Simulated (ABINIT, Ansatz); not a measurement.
## A GW run on SnO2 (Cassiterite) in ABINIT, with inputs changed

What do changed inputs do to GW on SnO2 (Cassiterite)?

Program: ABINIT 10.8.3. Level of theory: PBE and many-body steps on it, plane waves. Results are calculated unless marked as measured.

## Step 1: Starting point

It takes space group P4_2/mnm (No. 136, tetragonal). The conventional cell has a = 4.738 Å, b = 4.738 Å, c = 3.187 Å, α = 90.00°, β = 90.00°, γ = 90.00°. Nearest to Sn lie 6 O at 2.05 to 2.06 Å. Nearest to O lie 3 Sn at 2.05 to 2.06 Å. Farther neighbours and most contacts between anions are not listed.

The cell and positions come from the Crystallography Open Database and are kept as given unless a step says otherwise.

## Step 2: Screening, 4×4×4 mesh, 121 bands, screening to 141.5 eV

This step: ABINIT 10.8.3; RPA screening on PBE, plane waves, norm-conserving pseudopotentials.

The RPA dielectric matrix is built and inverted for each q.

run.abi reads:

```
acell 3*1.0 Angstrom
rprim 
  4.738000000000 0.000000000000 0.000000000000
  0.000000000000 4.738000000000 0.000000000000
  0.000000000000 0.000000000000 3.186500000000
ntypat 2
znucl 50 8
natom 6
typat 1 1 2 2 2 2
xred 
  0.000000000000 0.000000000000 0.000000000000
  0.500000000000 0.500000000000 0.500000000000
  0.307100000000 0.307100000000 0.000000000000
  0.192900000000 0.807100000000 0.500000000000
  0.692900000000 0.692900000000 0.000000000000
  0.807100000000 0.192900000000 0.500000000000
pp_dirpath "pseudos"
pseudos "Sn.upf, O.upf"
ecut 42
ngkpt 4 4 4
nshiftk 1
shiftk 0 0 0
kptopt 1
chksymbreak 0
istwfk *1
occopt 1
irdwfk 1
optdriver 3
nband 121
ecuteps 5.2
inclvkb 2
awtr 1
symchi 1
indata_prefix "in"
outdata_prefix "out"
tmpdata_prefix "tmp"
```

Launch:

```
$ OMP_NUM_THREADS=1 mpirun -n 8 abinit run.abi > log
```

The log of the run:

```text
.Version 10.8.3 of ABINIT. v10.8.2 released Aug 2026.

 Symmetries : space group P4_2/m n m (#136); Bravais tP (primitive tetrag.)
[... echo of the input left out ...]
== DATASET  1 ==================================================================
-   mpi_nproc: 8, omp_nthreads: 1 (-1 if OMP is not activated)

--- !DatasetInfo
iteration_state: {dtset: 1, }
dimensions: {natom: 6, nkpt: 18, mband: 121, nsppol: 1, nspinor: 1, nspden: 1, mpw: 6312, }
cutoff_energies: {ecut:  42.0, pawecutdg:  -1.0, }
electrons: {nelect:   6.80000000E+01, charge:   0.00000000E+00, occopt:   1.00000000E+00, tsmear:   1.00000000E-02, }

 SCREENING: Calculation of the susceptibility and dielectric matrices

 Based on a program developped by R.W. Godby, V. Olevano, G. Onida, and L. Reining.
 Incorporated in ABINIT by V. Olevano, G.-M. Rignanese, and M. Torrent.
.Using double precision arithmetic ; gwpc =  8

[... cell and pseudopotentials left out ...]
--------------------------------------------------------------------------------

 ==== K-mesh for the wavefunctions ====
 Number of points in the irreducible wedge :    18
[... list of points left out ...]
 Together with 16 symmetry operations and time-reversal symmetry
 yields    64 points in the full Brillouin Zone.

 ==== Q-mesh for the screening function ====
 Number of points in the irreducible wedge :    18
[... list of points left out ...]
 Together with 16 symmetry operations and time-reversal symmetry
 yields    64 points in the full Brillouin Zone.

 setmesh: FFT mesh size selected  =    36x   36x   24
          total number of points  =        31104

 vcoul_init : cutoff-mode = AUXILIARY_FUNCTION
 q-points for optical limit:   1
     1)      0.000010    0.000020    0.000030

- screening: taking advantage of time-reversal symmetry
- Maximum band index for partially occupied states nbvw = 34
- Remaining bands to be divided among processors   nbcw = 87
- Number of bands treated by each node ~10

 Number of electrons calculated from density =   68.0000; Expected =   68.0000
 average of density, n =  0.140867
 r_s =    1.1923
 omega_plasma =   36.2043 [eV]

 calculating chi0 at frequencies [eV] :
  1    0.000000E+00    0.000000E+00
  2    0.000000E+00    3.620427E+01

--------------------------------------------------------------------------------
  q-point number  1        q = ( 0.000000, 0.000000, 0.000000) [r.l.u.]
--------------------------------------------------------------------------------
[... chi0 elements left out ...]
 For q-point:  0.000010 0.000020 0.000030
  dielectric constant =   4.5916
  dielectric constant without local fields =   4.8090

  Average fulfillment of the sum rule on Im[epsilon] for q-point    1 :     47.02  [%]
[... wings left out ...]
  q-point number  2        q = ( 0.250000, 0.000000, 0.000000) [r.l.u.]
--------------------------------------------------------------------------------
[... chi0 elements left out ...]
  Average fulfillment of the sum rule on Im[epsilon] for q-point    2 :     61.20  [%]

 [... 16 further q-points ...]
```

Elapsed: 3.2 min, on 8 MPI ranks of Arm Neoverse V1, shared host; peak memory 4.5 GiB; 26 min of CPU time.

This step gave:

```yaml
eps_infinity_with_local_fields_on_this_mesh_along_the_program_s_q_direction: 4.592
the_same_without_local_fields: 4.809
plasma_frequency: 36.20 eV
plane_waves_in_the_screening_matrix: 275
```

Local fields lower ε∞ by 5 %. On a Γ-centred mesh this coarse the value itself is usually too large, while a short band sum pulls it down.

## Step 3: Base

The self-energy is evaluated for the states that the input lists, and the levels follow from it, in one-shot runs by the linearised quasiparticle equation.

This step: G0W0 on PBE, plane waves, norm-conserving pseudopotentials.

Changes to run.abi since step 2:

```diff
@@ -27,8 +27,15 @@
 irdwfk 1
-optdriver 3
+optdriver 4
 nband 121
+gwcalctyp 0
+ecutsigx 42
+symsigma 1
+nkptgw 1
+kptgw 
+  0.0000000000 0.0000000000 0.0000000000
+bdgw 
+  32 36
 ecuteps 5.2
-inclvkb 2
-awtr 1
-symchi 1
+irdscr 1
+ppmodel 1
 indata_prefix "in"
```

The log of the run:

```text
.Version 10.8.3 of ABINIT. v10.8.2 released Aug 2026.

 Symmetries : space group P4_2/m n m (#136); Bravais tP (primitive tetrag.)
[... echo of the input left out ...]
== DATASET  1 ==================================================================
-   mpi_nproc: 8, omp_nthreads: 1 (-1 if OMP is not activated)

--- !DatasetInfo
iteration_state: {dtset: 1, }
dimensions: {natom: 6, nkpt: 18, mband: 121, nsppol: 1, nspinor: 1, nspden: 1, mpw: 6312, }
cutoff_energies: {ecut:  42.0, pawecutdg:  -1.0, }
electrons: {nelect:   6.80000000E+01, charge:   0.00000000E+00, occopt:   1.00000000E+00, tsmear:   1.00000000E-02, }

 SIGMA: Calculation of the GW corrections

 Based on a program developped by R.W. Godby, V. Olevano, G. Onida, and L. Reining.
 Incorporated in ABINIT by V. Olevano, G.-M. Rignanese, and M. Torrent.
.Using double precision arithmetic ; gwpc =  8

[... cell and pseudopotentials left out ...]
--------------------------------------------------------------------------------

 ==== K-mesh for the wavefunctions ====
 Number of points in the irreducible wedge :    18
[... list of points left out ...]
 Together with 16 symmetry operations and time-reversal symmetry
 yields    64 points in the full Brillouin Zone.

 ==== Q-mesh for screening function ====
 Number of points in the irreducible wedge :    18
[... list of points left out ...]
 Together with 16 symmetry operations and time-reversal symmetry
 yields    64 points in the full Brillouin Zone.

 vcoul_init : cutoff-mode = AUXILIARY_FUNCTION
 q-points for optical limit:   1
     1)      0.000010    0.000020    0.000030
 setmesh: FFT mesh size selected  =    54x   54x   36
          total number of points  =       104976

 Number of electrons calculated from density =   68.0000; Expected =   68.0000
 average of density, n =  0.140867
 r_s =    1.1923
 omega_plasma =   36.2043 [eV]

 === KS Band Gaps ===
  >>>> For spin  1
   Minimum direct gap =   1.2836 [eV], located at k-point      :   0.0000  0.0000  0.0000
   Fundamental gap    =   1.2836 [eV], Top of valence bands at :   0.0000  0.0000  0.0000
                                       Bottom of conduction at :   0.0000  0.0000  0.0000
 SIGMA fundamental parameters:
 PLASMON POLE MODEL  1
 number of plane-waves for SigmaX                 6273
 number of plane-waves for SigmaC and W            275
 number of plane-waves for wavefunctions          6273
 number of bands                                   121
 number of independent spin polarizations            1
 number of spinorial components                      1
 number of k-points in IBZ                          18
 number of q-points in IBZ                          18
 number of symmetry operations                      16
 number of k-points in BZ                           64
 number of q-points in BZ                           64
 number of frequencies for dSigma/dE                 9
 frequency step for dSigma/dE [eV]                0.25
 number of omega for Sigma on real axis              0
 max omega for Sigma on real axis  [eV]           0.00
 zcut for avoiding poles [eV]                     0.10

 EPSILON^-1 parameters (SCR file):
 dimension of the eps^-1 matrix on file            275
 dimension of the eps^-1 matrix used               275
 number of plane-waves for wavefunctions          6273
 number of bands                                   121
 number of q-points in IBZ                          18
 number of frequencies                               2
 number of real frequencies                          1
 number of imag frequencies                          1

 matrix elements of self-energy operator (all in [eV])

 Perturbative Calculation

--- !SelfEnergy_ee
iteration_state: {dtset: 1, }
kpoint     : [   0.000,    0.000,    0.000, ]
spin       : 1
KS_gap     :    1.284
QP_gap     :    2.725
Delta_QP_KS:    1.441
data: !SigmaeeData |
     Band     E0 <VxcDFT>   SigX SigC(E0)      Z dSigC/dE  Sig(E)    E-E0       E
       32   6.013 -20.016 -25.535   5.056   0.793  -0.260 -20.383  -0.367   5.646
       33   6.013 -20.016 -25.535   5.056   0.793  -0.260 -20.383  -0.367   5.646
       34   6.777 -20.351 -26.231   5.394   0.793  -0.262 -20.736  -0.385   6.392
       35   8.061 -16.498 -12.586  -2.662   0.845  -0.183 -15.442   1.056   9.117
       36  12.920 -16.302 -10.641  -3.708   0.840  -0.191 -14.662   1.639  14.559

== END DATASET(S) ==============================================================
================================================================================

 -outvars: echo values of variables after computation  --------
           etotal      0.0000000000E+00
            nband         121
             nkpt          18
          spgroup         136
 [... the other variables as echoed above ...]

 Calculation completed.
```

It took 9.2 s on 8 MPI ranks; peak memory 2.8 GiB; 73 s of CPU time.

This step gave:

| Property | Result |
| --- | --- |
| G0W0 gap on the points computed | 2.725 eV |
| starting gap on the mesh | 1.284 eV |
| k of the valence top | 0, 0, 0 |
| k of the conduction bottom | 0, 0, 0 |
| Z at the valence top | 0.793 |
| Z at the conduction bottom | 0.845 |
| least direct G0W0 gap on the computed points | 2.725 eV |

The gap on the mesh goes from 1.28 eV to 2.73 eV, a correction of +1.44 eV.

## Step 4: Smaller part of the screening matrix

Changes to run.abi since step 3:

```diff
@@ -37,3 +37,3 @@
   32 36
-ecuteps 5.2
+ecuteps 1.3
 irdscr 1
```

The log of the run:

```text
.Version 10.8.3 of ABINIT. v10.8.2 released Aug 2026.

 Symmetries : space group P4_2/m n m (#136); Bravais tP (primitive tetrag.)
[... echo of the input left out ...]
== DATASET  1 ==================================================================
-   mpi_nproc: 8, omp_nthreads: 1 (-1 if OMP is not activated)

--- !DatasetInfo
iteration_state: {dtset: 1, }
dimensions: {natom: 6, nkpt: 18, mband: 121, nsppol: 1, nspinor: 1, nspden: 1, mpw: 6312, }
cutoff_energies: {ecut:  42.0, pawecutdg:  -1.0, }
electrons: {nelect:   6.80000000E+01, charge:   0.00000000E+00, occopt:   1.00000000E+00, tsmear:   1.00000000E-02, }

 SIGMA: Calculation of the GW corrections

 Based on a program developped by R.W. Godby, V. Olevano, G. Onida, and L. Reining.
 Incorporated in ABINIT by V. Olevano, G.-M. Rignanese, and M. Torrent.
.Using double precision arithmetic ; gwpc =  8

[... cell and pseudopotentials left out ...]
--------------------------------------------------------------------------------

 ==== K-mesh for the wavefunctions ====
 Number of points in the irreducible wedge :    18
[... list of points left out ...]
 Together with 16 symmetry operations and time-reversal symmetry
 yields    64 points in the full Brillouin Zone.

 ==== Q-mesh for screening function ====
 Number of points in the irreducible wedge :    18
[... list of points left out ...]
 Together with 16 symmetry operations and time-reversal symmetry
 yields    64 points in the full Brillouin Zone.

 vcoul_init : cutoff-mode = AUXILIARY_FUNCTION
 q-points for optical limit:   1
     1)      0.000010    0.000020    0.000030
 setmesh: FFT mesh size selected  =    54x   54x   36
          total number of points  =       104976

 Number of electrons calculated from density =   68.0000; Expected =   68.0000
[...]
number of q-points in IBZ                          18
 number of symmetry operations                      16
 number of k-points in BZ                           64
 number of q-points in BZ                           64
 number of frequencies for dSigma/dE                 9
 frequency step for dSigma/dE [eV]                0.25
 number of omega for Sigma on real axis              0
 max omega for Sigma on real axis  [eV]           0.00
 zcut for avoiding poles [eV]                     0.10

 EPSILON^-1 parameters (SCR file):
 dimension of the eps^-1 matrix on file            275
 dimension of the eps^-1 matrix used                39
 number of plane-waves for wavefunctions          6273
 number of bands                                   121
 number of q-points in IBZ                          18
 number of frequencies                               2
 number of real frequencies                          1
 number of imag frequencies                          1

 matrix elements of self-energy operator (all in [eV])

 Perturbative Calculation

--- !SelfEnergy_ee
iteration_state: {dtset: 1, }
kpoint     : [   0.000,    0.000,    0.000, ]
spin       : 1
KS_gap     :    1.284
QP_gap     :    3.191
Delta_QP_KS:    1.908
data: !SigmaeeData |
     Band     E0 <VxcDFT>   SigX SigC(E0)      Z dSigC/dE  Sig(E)    E-E0       E
       32   6.013 -20.016 -25.535   4.324   0.831  -0.204 -21.008  -0.992   5.021
       33   6.013 -20.016 -25.535   4.324   0.831  -0.204 -21.008  -0.992   5.021
       34   6.777 -20.351 -26.231   4.559   0.831  -0.203 -21.449  -1.098   5.679
       35   8.061 -16.498 -12.586  -2.975   0.864  -0.158 -15.689   0.810   8.870
       36  12.920 -16.302 -10.641  -3.755   0.855  -0.169 -14.672   1.630  14.550

== END DATASET(S) ==============================================================
================================================================================

 -outvars: echo values of variables after computation  --------
           etotal      0.0000000000E+00
            nband         121
             nkpt          18
          spgroup         136
 [... the other variables as echoed above ...]

 Calculation completed.
```

The job ended after 4.4 s (8 MPI ranks; peak memory 2.2 GiB; 34 s of CPU time).

Numbers from this step:

```yaml
g0w0_gap_on_the_points_computed: 3.191 eV
starting_gap_on_the_mesh: 1.284 eV
k_of_the_valence_top: 0, 0, 0
k_of_the_conduction_bottom: 0, 0, 0
z_at_the_valence_top: 0.831
z_at_the_conduction_bottom: 0.864
least_direct_g0w0_gap_on_the_computed_points: 3.191 eV
```

## Step 5: Unknown plasmon-pole model

Changes to run.abi since step 4:

```diff
@@ -37,5 +37,5 @@
   32 36
-ecuteps 1.3
+ecuteps 5.2
 irdscr 1
-ppmodel 1
+ppmodel 7
 indata_prefix "in"
```

The log of the run:

```text
.Version 10.8.3 of ABINIT. v10.8.2 released Aug 2026.

 Symmetries : space group P4_2/m n m (#136); Bravais tP (primitive tetrag.)
================================================================================
 Values of the parameters that define the memory need of the present run
     intxc =       0    ionmov =       0      iscf =       7    lmnmax =       6
     lnmax =       6     mgfft =      54  mpssoang =       3    mqgrid =    3001
     natom =       6  nloc_mem =       1    nspden =       1   nspinor =       1
    nsppol =       1      nsym =      16    n1xccc =    2501    ntypat =       2
    occopt =       1   xclevel =       2
-    mband =         121        mffmem =           1         mkmem =           3
       mpw =        6312          nfft =      104976          nkpt =          18
================================================================================
  Rough estimation (10% accuracy) of disk space for files :
================================================================================

--------------------------------------------------------------------------------
------------- Echo of variables that govern the present computation ------------
--------------------------------------------------------------------------------
 -outvars: echo values of preprocessed input variables --------
            acell      1.8897261259E+00  1.8897261259E+00  1.8897261259E+00 Bohr

             bdgw          32      36
      chksymbreak           0
             ecut      4.20000000E+01 Hartree
          ecuteps      5.20000000E+00 Hartree
         ecutsigx      4.20000000E+01 Hartree
          ecutwfn      4.20000000E+01 Hartree
-          fftalg         312
           irdscr           1
           irdwfk           1

              ixc     -101130
[...]
pspatm : epsatm=   27.31087254
         --- l  ekb(1:nproj) -->
[...]
pspatm: atomic psp has been read  and splines computed

- O Generated using ONCVPSP code by D. R. Hamann
-  8.00000   6.00000  171031                  znucl, zion, pspdat
12 -101130 2 -1 936                           pspcod,pspxc,lmax,lloc,mmax
     nproj     2     2     1
  pspatm : epsatm=    6.17005460
         --- l  ekb(1:nproj) -->
             0    7.236699    0.997689
             1   -5.226880   -1.288032
             2   -1.331955
 pspatm: atomic psp has been read  and splines computed

   5.39253352E+03                                ecore*ucvol(ha*bohr**3)
--------------------------------------------------------------------------------

 ==== K-mesh for the wavefunctions ====
 Number of points in the irreducible wedge :    18
 Reduced coordinates and weights :

     1)     0.00000000E+00  0.00000000E+00  0.00000000E+00       0.01563
     2)     2.50000000E-01  0.00000000E+00  0.00000000E+00       0.06250
     3)     5.00000000E-01  0.00000000E+00  0.00000000E+00       0.03125
[...]
Together with 16 symmetry operations and time-reversal symmetry
 yields    64 points in the full Brillouin Zone.

 ==== Q-mesh for screening function ====
 Number of points in the irreducible wedge :    18
 Reduced coordinates and weights :

[...]
17)     5.00000000E-01  2.50000000E-01  5.00000000E-01       0.06250
    18)     5.00000000E-01  5.00000000E-01  5.00000000E-01       0.01563

 Together with 16 symmetry operations and time-reversal symmetry
 yields    64 points in the full Brillouin Zone.

 vcoul_init : cutoff-mode = AUXILIARY_FUNCTION
 q-points for optical limit:   1
     1)      0.000010    0.000020    0.000030
 setmesh: FFT mesh size selected  =    54x   54x   36
          total number of points  =       104976

 Number of electrons calculated from density =   68.0000; Expected =   68.0000
 average of density, n =  0.140867
 r_s =    1.1923
 omega_plasma =   36.2043 [eV]

--- !BUG
message: |
    Wrong ppm%model: 7

--- !BUG
message: |
    Wrong ppm%model: 7

--- from the log ---
Wrong ppm%model: 7
```

Run time: 2.9 s. Hardware: 8 MPI ranks; peak memory 0.31 GiB.

The run stopped with an error after 2.9 s.

The program's words: Wrong ppm%model: 7

The fault put into this input: unknown plasmon-pole model.

## Step 6: Side by side

Times are wall times on 8 MPI ranks of Arm Neoverse V1, shared host, good to a factor of about two. A run's time includes the screening step that it read.

| run | mesh | bands | screening cutoff (eV) | DFT gap (eV) | gap on the mesh (eV) | direct (eV) | ε∞ used | time |
| --- | --- | --- | --- | --- | --- | --- | --- | --- |
| base | 4×4×4 | 121 | 141.5 | 1.284 | 2.725 | 2.725 | 4.59 | 3.4 min |
| smaller part of the screening matrix | 4×4×4 | 121 | 35.4 | 1.284 | 3.191 | 3.191 | 4.59 | 3.3 min |

## Step 7: Summary of results

```
base                                 : 2.725 eV
smaller part of the screening matrix : 3.191 eV
known limits                         : not at the basis limit; no spin-orbit coupling; coarse k mesh
```

What this shows: Smaller part of the screening matrix: +0.466 eV against base (keys changed: ecuteps). Bands and cutoff are finite, so the gap is not at the basis limit. The miss can reach some tenths of an eV and take either sign; the mesh is an error of its own. In the G0W0 runs levels were corrected at 1 k point alone, so a gap called «on the mesh» is the least over those, and an edge elsewhere would be missed. The 4×4×4 mesh is coarse for this cell, which bears on the long-range parts of exchange and screening. The many-body steps are scalar-relativistic: spin-orbit coupling is not in them.

[Paths, hosts, dates, memory and timing lines, banners, echoed tables and standing remarks are left out of the program output.]

[Logs are printed without paths, hosts, clocks, repeated set-up lines and the standing remarks that a program may print on its own settings, such as how far it seeks lower states.]

[Runs of the session that timed out or met a known fault of the program may be left out.]

[Hosts, paths, dates, database ids (printed as entryN), source tags and the programs' standing remarks are cut or masked in the printed files.]

[G0W0 gaps are taken among the corrected bands and points alone; a level outside them can change the order at an edge.]

[Where Ansatz stands beside ABINIT at settings called matched, ABINIT's density can come from a denser mesh and the files from another edition; pairs whose starting gaps differed by over 0.03 eV were left out, so agreement reads better than it is.]
